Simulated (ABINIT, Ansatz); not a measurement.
# AlH3 (R-3c): G0W0 with ABINIT, start to end, part 2 of 3

How does a plane-wave GW calculation on AlH3 (R-3c) run from the first input to the gap?

ABINIT 10.8.3; LDA and many-body steps on it, plane waves. Known limits of the many-body steps: not at the basis limit.

So far. Step 2 (Ground state): The gap is indirect, with the least direct gap 0.05 eV higher.

### 3. Bands along the symmetry lines

Level of this step: DFT, LDA, plane waves, norm-conserving pseudopotentials (ABINIT).

Levels along a band path, at the cheap level, show where the edges lie and whether the meshes to come will hold them.

Input file run.abi:

```
acell 3*1.0 Angstrom
rprim 
  2.224650000012 1.284402276382 3.934566666693
  -2.224650000012 1.284402276382 3.934566666693
  -0.000000000000 -2.568804552697 3.934566666715
ntypat 2
znucl 13 1
natom 8
typat 1 1 2 2 2 2 2 2
xred 
  0.000000000000 0.000000000000 -0.000000000000
  0.500000000000 0.500000000000 0.500000000000
  0.878000000000 0.622000000000 0.250000000000
  0.250000000000 0.878000000000 0.622000000000
  0.622000000000 0.250000000000 0.878000000000
  0.122000000000 0.378000000000 0.750000000000
  0.750000000000 0.122000000000 0.378000000000
  0.378000000000 0.750000000000 0.122000000000
pp_dirpath "pseudos"
pseudos "Al.upf, H.upf"
ecut 31
iscf -2
irdden 1
kptopt 0
nkpt 31
kpt 
  0.00000000 0.00000000 0.00000000
  0.12500000 0.12500000 0.12500000
  0.25000000 0.25000000 0.25000000
  0.37500000 0.37500000 0.37500000
  0.50000000 0.50000000 0.50000000
  0.56557276 0.43442724 0.50000000
  0.63114552 0.36885449 0.50000000
  0.69671827 0.30328173 0.50000000
  0.76229103 0.23770897 0.50000000
  0.50000000 -0.23770897 0.23770897
  0.50000000 -0.17828173 0.17828173
  0.50000000 -0.11885448 0.11885448
  0.50000000 -0.05942724 0.05942724
  0.50000000 0.00000000 0.00000000
  0.37500000 0.00000000 0.00000000
  0.25000000 0.00000000 0.00000000
  0.12500000 0.00000000 0.00000000
  0.00000000 0.00000000 0.00000000
  0.09221362 -0.09221362 0.00000000
  0.18442724 -0.18442724 0.00000000
  0.27664087 -0.27664087 0.00000000
  0.36885449 -0.36885449 -0.00000000
  0.63114551 0.00000000 0.36885449
  0.59835913 0.00000000 0.40164087
  0.56557276 0.00000000 0.43442724
  0.53278638 0.00000000 0.46721362
  0.50000000 0.00000000 0.50000000
  0.37500000 0.00000000 0.37500000
  0.25000000 0.00000000 0.25000000
  0.12500000 0.00000000 0.12500000
  0.00000000 0.00000000 0.00000000
istwfk *1
nband 13
nbdbuf 2
tolwfr 1e-08
nstep 40
prtwf 0
prtvol 0
indata_prefix "in"
outdata_prefix "out"
tmpdata_prefix "tmp"
```

On the command line:

```sh
$ OMP_NUM_THREADS=1 mpirun -n 4 abinit run.abi > log
```

Numbers of over 12 decimals in the logs are rounded to 6 here.

Output:

```text
.Version 10.8.3 of ABINIT. v10.8.2 released Aug 2026.

 Symmetries : space group R-3 c (#167); Bravais hR (rhombohedral)
[... echo of the input left out ...]
== DATASET  1 ==================================================================
-   mpi_nproc: 4, omp_nthreads: 1 (-1 if OMP is not activated)

--- !DatasetInfo
iteration_state: {dtset: 1, }
dimensions: {natom: 8, nkpt: 31, mband: 13, nsppol: 1, nspinor: 1, nspden: 1, mpw: 3782, }
cutoff_energies: {ecut:  31.0, pawecutdg:  -1.0, }
electrons: {nelect:   1.20000000E+01, charge:   0.00000000E+00, occopt:   1.00000000E+00, tsmear:   1.00000000E-02, }

 Real(R)+Recip(G) space primitive vectors, cartesian coordinates (Bohr,Bohr^-1):
 R(1)=  4.2039792  2.4271685  7.4352534  G(1)=  0.1189349  0.0686671  0.0448315
 R(2)= -4.2039792  2.4271685  7.4352534  G(2)= -0.1189349  0.0686671  0.0448315
 R(3)=  0.0000000 -4.8543371  7.4352534  G(3)=  0.0000000 -0.1373342  0.0448315
 Unit cell volume ucvol=  4.5520552E+02 bohr^3
 Angles (23,13,12)=  5.65158561E+01  5.65158561E+01  5.65158561E+01 degrees

 getcut: wavevector=  0.0000  0.0000  0.0000  ngfft=  48  48  48
         ecut(hartree)=     31.000   => boxcut(ratio)=   2.15699

--- Pseudopotential description ------------------------------------------------
- Al Generated using ONCVPSP code by D. R. Hamann
- 13.00000   3.00000  180309                  znucl, zion, pspdat
12 -1012 2 -1 1854                            pspcod,pspxc,lmax,lloc,mmax
     nproj     2     2     2
  pspatm : epsatm=    0.57439143
         --- l  ekb(1:nproj) -->
             0    5.725870    0.726131
             1    6.190420    0.914022
             2   -4.229503   -0.925599
 pspatm: atomic psp has been read  and splines computed

- H Generated using ONCVPSP code by D. R. Hamann
-  1.00000   1.00000  180309                  znucl, zion, pspdat
12 -1012 1 -1 1180                            pspcod,pspxc,lmax,lloc,mmax
     nproj     2     1     0
  pspatm : epsatm=    0.35439867
         --- l  ekb(1:nproj) -->
[...]
1   -0.275071
 pspatm: atomic psp has been read  and splines computed

--------------------------------------------------------------------------------

================================================================================
 prteigrs : about to open file out_EIG
 Non-SCF case, kpt    1 (  0.00000  0.00000  0.00000), residuals and eigenvalues=
  4.31E-09  4.52E-09  2.14E-09  3.84E-09  4.51E-09  8.28E-09  3.31E-09  3.40E-09
  5.41E-09  4.27E-09  2.92E-09  9.72E-08  1.77E-07
 -2.9438E-01 -5.9507E-02 -3.5509E-02 -3.5509E-02  2.8623E-02  2.8623E-02
  1.0193E-01  2.3711E-01  2.3933E-01  2.3933E-01  2.8007E-01  2.8007E-01
  2.8252E-01
 Non-SCF case, kpt    2 (  0.12500  0.12500  0.12500), residuals and eigenvalues=
  2.24E-09  7.61E-09  2.56E-09  4.10E-09  2.78E-09  6.20E-09  2.84E-09  2.98E-09
  7.15E-09  1.53E-09  9.55E-09  9.94E-09  3.85E-09
[...]
-2.9438E-01 -5.9507E-02 -3.5509E-02 -3.5509E-02  2.8623E-02  2.8623E-02
  1.0193E-01  2.3711E-01  2.3933E-01  2.3933E-01  2.8007E-01  2.8007E-01
  2.8252E-01

--- !ResultsGS
iteration_state: {dtset: 1, }
comment   : Summary of ground state results
lattice_vectors:
- [  4.2039792,   2.4271685,   7.4352534, ]
- [ -4.2039792,   2.4271685,   7.4352534, ]
- [ -0.0000000,  -4.8543371,   7.4352534, ]
lattice_lengths: [   8.87962,    8.87962,    8.87962, ]
lattice_angles: [ 56.516,  56.516,  56.516, ] # degrees, (23, 13, 12)
lattice_volume:   4.5520552E+02
convergence: {deltae:  0.000E+00, res2:  0.000E+00, residm:  9.914E-09, diffor:  0.000E+00, }
etotal    :  -8.17618141E+00
entropy   :   0.00000000E+00
fermie    :   3.04606407E-02
cartesian_stress_tensor: null
pressure_GPa: null
xred      :
- [  0.0000E+00,   0.0000E+00,   0.0000E+00, Al]
- [  5.0000E-01,   5.0000E-01,   5.0000E-01, Al]
- [  8.7800E-01,   6.2200E-01,   2.5000E-01,  H]
- [  2.5000E-01,   8.7800E-01,   6.2200E-01,  H]
- [  6.2200E-01,   2.5000E-01,   8.7800E-01,  H]
- [  1.2200E-01,   3.7800E-01,   7.5000E-01,  H]
- [  7.5000E-01,   1.2200E-01,   3.7800E-01,  H]
- [  3.7800E-01,   7.5000E-01,   1.2200E-01,  H]
cartesian_forces: null
force_length_stats: {min: null, max: null, mean: null, }

 Integrated electronic density in atomic spheres:
 ------------------------------------------------
 Atom  Sphere_radius  Integrated_density
[...]
================================================================================

 ----iterations are completed or convergence reached----

 Mean square residual over all n,k,spin=   45.431E-10; max=  99.142E-10
 reduced coordinates (array xred) for    8 atoms
[...]
0.750000000000      0.122000000000      0.378000000000
       0.378000000000      0.750000000000      0.122000000000

 cartesian coordinates (angstrom) at end:
    1      0.000000     0.000000     0.000000
    2      0.000000     3.35e-11     5.901850
    3      0.569510     1.284402     6.885492
[...]
7      1.397080     0.148991     4.918208
    8     -0.827570     1.135412     4.918208
 length scales=  1.889726125908  1.889726125908  1.889726125908 bohr
              =  1.000000000000  1.000000000000  1.000000000000 angstroms
 prteigrs : about to open file out_EIG
 Eigenvalues (hartree) for nkpt=  31  k points:
 kpt#   1, nband= 13, wtk=  1.00000, kpt=  0.0000  0.0000  0.0000 (reduced coord)
[...]
kpt#   2, nband= 13, wtk=  1.00000, kpt=  0.1250  0.1250  0.1250 (reduced coord)
[...]
kpt#   3, nband= 13, wtk=  1.00000, kpt=  0.2500  0.2500  0.2500 (reduced coord)
[...]
kpt#  30, nband= 13, wtk=  1.00000, kpt=  0.1250  0.0000  0.1250 (reduced coord)
  -0.28710   -0.06818   -0.04790   -0.04550    0.01046    0.02977    0.12690    0.23284
   0.23654    0.25574    0.26807    0.28016    0.33332
 kpt#  31, nband= 13, wtk=  1.00000, kpt=  0.0000  0.0000  0.0000 (reduced coord)
  -0.29438   -0.05951   -0.03551   -0.03551    0.02862    0.02862    0.10193    0.23711
   0.23933    0.23933    0.28007    0.28007    0.28252

== END DATASET(S) ==============================================================
================================================================================

 -outvars: echo values of variables after computation  --------
            nband          13
             nkpt          31
          spgroup         167
 [... the other variables as echoed above ...]

 Calculation completed.
```

Run time: 12 s. Hardware: 4 MPI ranks of Intel Xeon Platinum 8259CL at 2.50GHz (Skylake/Cascade Lake), shared host; peak memory 0.32 GiB.

This step gave:

```yaml
gap: 1.937 eV
k_of_the_valence_top: 0.5656, 0, 0.4344
k_of_the_conduction_bottom: 0, 0, 0
least_direct_gap: 1.995 eV
```

The gap is 1.937 eV, −0.008 eV from the run before at this level.

The electronic bands at the labelled points (eV, zero at the top of the highest filled band; v1 is the highest filled band, c1 the lowest empty one):

| point | v4 | v3 | v2 | v1 | c1 | c2 | c3 | c4 |
| --- | --- | --- | --- | --- | --- | --- | --- | --- |
| Γ | -1.80 | -1.80 | -0.06 | -0.06 | 1.94 | 5.62 | 5.68 | 5.68 |
| halfway | -1.71 | -1.71 | -0.52 | -0.52 | 3.49 | 5.78 | 6.07 | 6.07 |
| T | -1.29 | -1.29 | -1.29 | -1.29 | 4.53 | 4.53 | 8.17 | 8.17 |
| halfway | -2.91 | -2.91 | -0.63 | -0.63 | 5.42 | 5.42 | 7.05 | 7.05 |
| H2 | -4.05 | -4.05 | -0.72 | -0.72 | 5.64 | 5.64 | 8.12 | 8.12 |
| jump to H0 | -4.05 | -4.05 | -0.72 | -0.72 | 5.64 | 5.64 | 8.12 | 8.12 |
| halfway | -2.91 | -2.91 | -1.08 | -1.08 | 5.10 | 5.10 | 7.04 | 7.04 |
| L | -1.74 | -1.74 | -1.41 | -1.41 | 3.66 | 3.66 | 7.41 | 7.41 |
| halfway | -2.20 | -1.89 | -0.75 | -0.50 | 3.00 | 4.77 | 5.67 | 6.18 |
| Γ | -1.80 | -1.80 | -0.06 | -0.06 | 1.94 | 5.62 | 5.68 | 5.68 |
| halfway | -2.92 | -1.63 | -1.24 | -0.69 | 3.46 | 5.05 | 5.96 | 6.48 |
| S0 | -4.28 | -2.86 | -2.17 | -0.11 | 5.89 | 6.08 | 6.52 | 8.41 |
| jump to S2 | -4.28 | -2.86 | -2.17 | -0.11 | 5.89 | 6.08 | 6.52 | 8.41 |
| halfway | -4.45 | -3.15 | -2.67 | 0.00 | 5.33 | 7.05 | 7.06 | 8.28 |
| F | -3.75 | -3.25 | -3.11 | -0.06 | 5.30 | 7.32 | 7.54 | 7.64 |
| halfway | -2.70 | -2.59 | -1.96 | -0.01 | 4.12 | 5.48 | 6.41 | 6.50 |
| Γ | -1.80 | -1.80 | -0.06 | -0.06 | 1.94 | 5.62 | 5.68 | 5.68 |

### 4. Empty states on the mesh, 4×4×4 mesh, 167 bands

The sums over transitions need many empty states on a uniform mesh; this step solves for them.

Input file run.abi:

```
acell 3*1.0 Angstrom
rprim 
  2.224650000012 1.284402276382 3.934566666693
  -2.224650000012 1.284402276382 3.934566666693
  -0.000000000000 -2.568804552697 3.934566666715
ntypat 2
znucl 13 1
natom 8
typat 1 1 2 2 2 2 2 2
xred 
  0.000000000000 0.000000000000 -0.000000000000
  0.500000000000 0.500000000000 0.500000000000
  0.878000000000 0.622000000000 0.250000000000
  0.250000000000 0.878000000000 0.622000000000
  0.622000000000 0.250000000000 0.878000000000
  0.122000000000 0.378000000000 0.750000000000
  0.750000000000 0.122000000000 0.378000000000
  0.378000000000 0.750000000000 0.122000000000
pp_dirpath "pseudos"
pseudos "Al.upf, H.upf"
ecut 31
ngkpt 4 4 4
nshiftk 1
shiftk 0 0 0
kptopt 1
chksymbreak 0
irdden 1
istwfk *1
nband 167
prtvol 0
optdriver 6
gwr_task "HDIAGO"
paral_kgb 0
occopt 1
indata_prefix "in"
outdata_prefix "out"
tmpdata_prefix "tmp"
```

Output:

```text
[banner, memory and clock lines left out]
.Version 10.8.3 of ABINIT. v10.8.2 released Aug 2026.

 Symmetries : space group R-3 c (#167); Bravais hR (rhombohedral)
[... echo of the input left out ...]
== DATASET  1 ==================================================================
-   mpi_nproc: 4, omp_nthreads: 1 (-1 if OMP is not activated)

--- !DatasetInfo
iteration_state: {dtset: 1, }
dimensions: {natom: 8, nkpt: 13, mband: 167, nsppol: 1, nspinor: 1, nspden: 1, mpw: 3775, }
cutoff_energies: {ecut:  31.0, pawecutdg:  -1.0, }
electrons: {nelect:   1.20000000E+01, charge:   0.00000000E+00, occopt:   1.00000000E+00, tsmear:   1.00000000E-02, }

.Using double precision arithmetic; gwpc =  8

- Reading GS density from: in_DEN

--- Pseudopotential description ------------------------------------------------
- Al Generated using ONCVPSP code by D. R. Hamann
- 13.00000   3.00000  180309                  znucl, zion, pspdat
12 -1012 2 -1 1854                            pspcod,pspxc,lmax,lloc,mmax
     nproj     2     2     2
  pspatm : epsatm=    0.57439143
         --- l  ekb(1:nproj) -->
             0    5.725870    0.726131
             1    6.190420    0.914022
             2   -4.229503   -0.925599
 pspatm: atomic psp has been read  and splines computed

- H Generated using ONCVPSP code by D. R. Hamann
-  1.00000   1.00000  180309                  znucl, zion, pspdat
12 -1012 1 -1 1180                            pspcod,pspxc,lmax,lloc,mmax
     nproj     2     1     0
  pspatm : epsatm=    0.35439867
         --- l  ekb(1:nproj) -->
             0   -1.665338   -0.519510
             1   -0.275071
 pspatm: atomic psp has been read  and splines computed

   3.93020982E+01                                ecore*ucvol(ha*bohr**3)

 Total charge density [el/Bohr^3]
)     Maximum=    2.8465E-01  at reduced coord.    0.6250    0.2500    0.8750
)     Minimum=    1.1702E-03  at reduced coord.    0.0000    0.0000    0.0000
   Integrated=    1.2000E+01

 === KS gaps after direct diagonalization ===
 Indirect band gap semiconductor
 Fundamental gap:     1.946 (eV)
   VBM:     0.827 (eV) at k: [ 2.5000E-01,  2.5000E-01,  0.0000E+00]
   CBM:     2.774 (eV) at k: [ 0.0000E+00,  0.0000E+00,  0.0000E+00]
 Direct gap:         1.995 (eV) at k: [ 0.0000E+00,  0.0000E+00,  0.0000E+00]

== END DATASET(S) ==============================================================

 -outvars: echo values of variables after computation  --------
           etotal      0.0000000000E+00
            nband         167
             nkpt          13
          spgroup         167
 [... the other variables as echoed above ...]

 Calculation completed.
```

Wall time 3.3 min (4 MPI ranks); peak memory 3.3 GiB; 13 min of CPU time.

Numbers from this step:

| Quantity | Value |
| --- | --- |
| gap | 1.946 eV |
| k of the valence top | 0.25, 0.25, 0 |
| k of the conduction bottom | 0, 0, 0 |
| least direct gap | 1.995 eV |
| k points computed | 13 |
| lowest point of the top converged band, above the valence top | 91.4412 eV |

On this mesh the gap is 1.946 eV.

### 5. Screening, 4×4×4 mesh, 159 bands, screening to 176.9 eV

The RPA dielectric matrix is built and inverted for each q.

This step: RPA screening on LDA, plane waves, norm-conserving pseudopotentials.

run.abi: that of step 4 with these lines changed.

```diff
@@ -26,10 +26,11 @@
 chksymbreak 0
-irdden 1
 istwfk *1
-nband 167
-prtvol 0
-optdriver 6
-gwr_task "HDIAGO"
-paral_kgb 0
 occopt 1
+irdwfk 1
+optdriver 3
+nband 159
+ecuteps 6.5
+inclvkb 2
+awtr 1
+symchi 1
 indata_prefix "in"
```

Output:

```text
.Version 10.8.3 of ABINIT. v10.8.2 released Aug 2026.

 Symmetries : space group R-3 c (#167); Bravais hR (rhombohedral)
[... echo of the input left out ...]
== DATASET  1 ==================================================================
-   mpi_nproc: 4, omp_nthreads: 1 (-1 if OMP is not activated)

--- !DatasetInfo
iteration_state: {dtset: 1, }
dimensions: {natom: 8, nkpt: 13, mband: 159, nsppol: 1, nspinor: 1, nspden: 1, mpw: 3775, }
cutoff_energies: {ecut:  31.0, pawecutdg:  -1.0, }
electrons: {nelect:   1.20000000E+01, charge:   0.00000000E+00, occopt:   1.00000000E+00, tsmear:   1.00000000E-02, }

 SCREENING: Calculation of the susceptibility and dielectric matrices

 Based on a program developped by R.W. Godby, V. Olevano, G. Onida, and L. Reining.
 Incorporated in ABINIT by V. Olevano, G.-M. Rignanese, and M. Torrent.
.Using double precision arithmetic ; gwpc =  8

[... cell and pseudopotentials left out ...]
--------------------------------------------------------------------------------

 ==== K-mesh for the wavefunctions ====
 Number of points in the irreducible wedge :    13
[... list of points left out ...]
 Together with 12 symmetry operations and time-reversal symmetry
 yields    64 points in the full Brillouin Zone.

 ==== Q-mesh for the screening function ====
 Number of points in the irreducible wedge :    13
[... list of points left out ...]
 Together with 12 symmetry operations and time-reversal symmetry
 yields    64 points in the full Brillouin Zone.

 setmesh: FFT mesh size selected  =    36x   36x   36
          total number of points  =        46656

 vcoul_init : cutoff-mode = AUXILIARY_FUNCTION
 q-points for optical limit:   1
     1)      0.000010    0.000020    0.000030

- screening: taking advantage of time-reversal symmetry
- Maximum band index for partially occupied states nbvw = 6
- Remaining bands to be divided among processors   nbcw = 153
- Number of bands treated by each node ~38

 Number of electrons calculated from density =   12.0000; Expected =   12.0000
 average of density, n =  0.026362
 r_s =    2.0844
 omega_plasma =   15.6618 [eV]

 calculating chi0 at frequencies [eV] :
  1    0.000000E+00    0.000000E+00
  2    0.000000E+00    1.566183E+01

--------------------------------------------------------------------------------
  q-point number  1        q = ( 0.000000, 0.000000, 0.000000) [r.l.u.]
--------------------------------------------------------------------------------
[... chi0 elements left out ...]
 For q-point:  0.000010 0.000020 0.000030
  dielectric constant =   4.6238
  dielectric constant without local fields =   5.1477

  Average fulfillment of the sum rule on Im[epsilon] for q-point    1 :     92.61  [%]
[... wings left out ...]
  q-point number  2        q = ( 0.250000, 0.000000, 0.000000) [r.l.u.]
--------------------------------------------------------------------------------
[... chi0 elements left out ...]
  Average fulfillment of the sum rule on Im[epsilon] for q-point    2 :     95.48  [%]

 [... 11 further q-points ...]
```

It took 2.6 min on 4 MPI ranks; peak memory 2.2 GiB.

This step gave:

```
ε∞ with local fields, on this mesh, along the program's q direction : 4.624
the same without local fields                                       : 5.148
plasma frequency                                                    : 15.66 eV
plane waves in the screening matrix                                 : 339
```

Local fields lower ε∞ by 10 %.

(Part 2 of 3 ends here.)

[Paths, hosts, dates, memory and timing lines, banners, echoed tables and standing remarks are left out of the program output.]

[Logs are printed without paths, hosts, clocks, repeated set-up lines and the standing remarks that a program may print on its own settings, such as how far it seeks lower states.]

[Runs of the session that timed out or met a known fault of the program may be left out.]

[Hosts, paths, dates, database ids (printed as entryN), source tags and the programs' standing remarks are cut or masked in the printed files.]

[G0W0 gaps are taken among the corrected bands and points alone; a level outside them can change the order at an edge.]

[Where Ansatz stands beside ABINIT at settings called matched, ABINIT's density can come from a denser mesh and the files from another edition; pairs whose starting gaps differed by over 0.03 eV were left out, so agreement reads better than it is.]
